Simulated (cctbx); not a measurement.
# Accept or mend?

Cell a = 5.3000 Å, b = 6.4730 Å, c = 11.4000 Å, α = 90.00°, β = 90.30°, γ = 90.00°; space group P2_1/m (no. 11). The compound is Na3TlAs2O8.

The data are simulated with cctbx, not measured: Mo Kα, λ = 0.71073 Å, to d = 0.75 Å, 80 % of the full sphere, strongest reflection 70000 counts, noise from counting, a 2 % proportional error and a noise floor of 2 counts (s.d.); no absorption.

An anisotropic refinement with weights 1/σ² prints:

```text
Rint 0.017, 1042 unique reflections to 0.75 A
cycle     R1     wR2    GooF  max shift (A)
   1  0.0676  0.1870   9.841   0.02994
   3  0.0089  0.0232   1.220   0.00004
final R1 0.0089 wR2 0.0232 GooF 1.220  parameters 78  data/parameter 13.4
atom        x        y        z      Ueq    occ   su(xyz)  su(Uiso or U11)
Tl1    0.01451  0.25000  0.71940   0.0214  1.000  0.00002  0.0001
As1    0.91875  0.25000  0.40678   0.0223  1.000  0.00006  0.0002
As2    0.40501  0.75000  0.10222   0.0182  1.000  0.00005  0.0001
Na1    0.50000  0.00000  0.50000   0.0591  1.000  0.00000  0.0010
Na2    0.48265  0.25000  0.21764   0.0385  1.000  0.00025  0.0006
Na3    0.00000  0.00000  0.00000   0.0303  1.000  0.00000  0.0006
O1     0.79698  0.03762  0.33575   0.0275  1.000  0.00028  0.0007
O2     0.27529  0.54450  0.17438   0.0427  1.000  0.00033  0.0009
O3     0.20396  0.75000  0.44916   0.0331  1.000  0.00045  0.0011
O4     0.24791  0.25000  0.41035   0.0326  1.000  0.00039  0.0009
O5     0.74729  0.75000  0.11101   0.0424  1.000  0.00051  0.0013
O6     0.69345  0.25000  0.04243   0.0436  1.000  0.00054  0.0015
difference map: max 0.37 min -0.36 rms 0.08
Q1    0.4213  0.7500  0.0700    2    0.39  0.38 A from As2
Q2    0.0379  0.7500  0.5756    2    0.35  0.30 A from As1
Q3    0.3260  0.6765  0.3501    4    0.28  1.39 A from O3
Q4    0.3573  0.9864  0.8399    4    0.27  1.87 A from Na2
Q5    0.0471  0.2500  0.1468    2    0.27  2.21 A from O6
Q6    0.4771  0.7500  0.6389    2    0.25  1.56 A from O4
```

**Question.** Can this result stand? If not, what is the likely fault?

Mend it. The fault: dispersion terms of the wrong wavelength (1.54184 Å). Against the right model at the same level, R1 goes from 0.0073 to 0.0089 and GooF from 0.95 to 1.22. f′ and f″ must be those of the data's wavelength; the error mimics a mistyped heavy atom. The signs are weak, and the output alone doesn't single this fault out.

The compound is Na3TlAs2O8. The right model at the same level gives:

```text
Rint 0.017, 1042 unique reflections to 0.75 A
cycle     R1     wR2    GooF  max shift (A)
   1  0.0661  0.1799   9.467   0.02987
   3  0.0073  0.0181   0.950   0.00004
final R1 0.0073 wR2 0.0181 GooF 0.950  parameters 78  data/parameter 13.4
atom        x        y        z      Ueq    occ   su(xyz)  su(Uiso or U11)
Tl1    0.01452  0.25000  0.71939   0.0220  1.000  0.00001  0.0000
As1    0.91874  0.25000  0.40680   0.0244  1.000  0.00005  0.0001
As2    0.40497  0.75000  0.10221   0.0203  1.000  0.00004  0.0001
Na1    0.50000  0.00000  0.50000   0.0558  1.000  0.00000  0.0008
Na2    0.48240  0.25000  0.21752   0.0354  1.000  0.00019  0.0005
Na3    0.00000  0.00000  0.00000   0.0274  1.000  0.00000  0.0004
O1     0.79713  0.03794  0.33574   0.0252  1.000  0.00022  0.0005
O2     0.27530  0.54478  0.17456   0.0400  1.000  0.00026  0.0007
O3     0.20390  0.75000  0.44926   0.0310  1.000  0.00035  0.0009
O4     0.24820  0.25000  0.41054   0.0302  1.000  0.00031  0.0007
O5     0.74770  0.75000  0.11116   0.0398  1.000  0.00040  0.0010
O6     0.69299  0.25000  0.04218   0.0412  1.000  0.00042  0.0012
difference map: max 0.26 min -0.29 rms 0.07
Q1    0.4588  0.7500  0.6424    2    0.26  1.63 A from Na2
Q2    0.3269  0.6702  0.3497    4    0.24  1.41 A from O3
Q3    0.0277  0.5917  0.5712    4    0.22  1.09 A from As1
Q4    0.4349  0.6622  0.4982    4    0.21  1.11 A from Na1
Q5    0.3108  0.1591  0.9083    4    0.20  0.70 A from O5
Q6    0.0461  0.2500  0.1375    2    0.20  2.16 A from O6
```

The model was made for the exercise: a known structure type with other elements put in, its volume estimated, not relaxed; displacement parameters are assumed.

[Middle refinement cycles are left out of these outputs.]

[Logs are printed without paths, hosts, clocks, repeated set-up lines and the standing remarks that a program may print on its own settings, such as how far it seeks lower states.]
